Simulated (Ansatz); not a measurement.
The crystal is LaGaO3 (R-3c).

```
La Ga O
1.0
     2.77145    1.60010    4.47760
    -2.77145    1.60010    4.47760
     0.00000   -3.20019    4.47760
La Ga O
2 2 6
Direct
  0.25000 0.25000 0.25000
  0.75000 0.75000 0.75000
  0.00000 0.00000 0.00000
  0.50000 0.50000 0.50000
  0.80480 0.69520 0.25000
  0.25000 0.80480 0.69520
  0.69520 0.25000 0.80480
  0.19520 0.30480 0.75000
  0.75000 0.19520 0.30480
  0.30480 0.75000 0.19520
```

The cell and positions come from the Crystallography Open Database and are kept as given unless a step says otherwise. PAW set soft_2, made with PBE.

Gaps computed with Ansatz 0.2.0 without a self-energy: LDA 3.50 eV and LDA+SOC 3.50 eV. The mean ε∞ by LDA perturbation theory is 5.15.

What gap should G0W0 on LDA give (4×4×4 mesh, 653 empty bands, screening to 180 eV, default PAW files)?

About 5.21 eV: on its mesh the run moves the gap from 3.50 eV by +1.71 eV. One-shot corrections scale roughly with one over ε∞, here 0.19. Bands and cutoff are finite, so the gap stands short of the basis limit, usually by up to a few tenths of an eV; the mesh is an error of its own. Empty 4f levels lie near the conduction edge, and their corrections are unsure with these files. The many-body steps are scalar-relativistic: spin-orbit coupling is not in them.

[Long decimals in the printed logs are rounded to 6 places.]

[Logs are printed without paths, hosts, clocks, repeated set-up lines and the standing remarks that a program may print on its own settings, such as how far it seeks lower states.]

[Paths, hosts, dates, memory and timing lines, banners, echoed tables and standing remarks are left out of the program output; an Ansatz launch command may be rebuilt from the run's recorded settings. Measured values are a selection of at most five: reports struck by readers or far from the other reports are left out. None is set beside runs whose start may be inverted or whose files or cutoffs have a known fault.]

[Runs of the session that timed out or met a known fault of the program may be left out.]

[Cells called generated may have been cut or substituted from an entry of the Crystallography Open Database or the Materials Project.]

[Hosts, paths, dates, database ids (printed as entryN), source tags and the programs' standing remarks are cut or masked in the printed files.]

[Where the starting crystal was built by hand or by swapping elements, it need not be the compound's stable phase.]
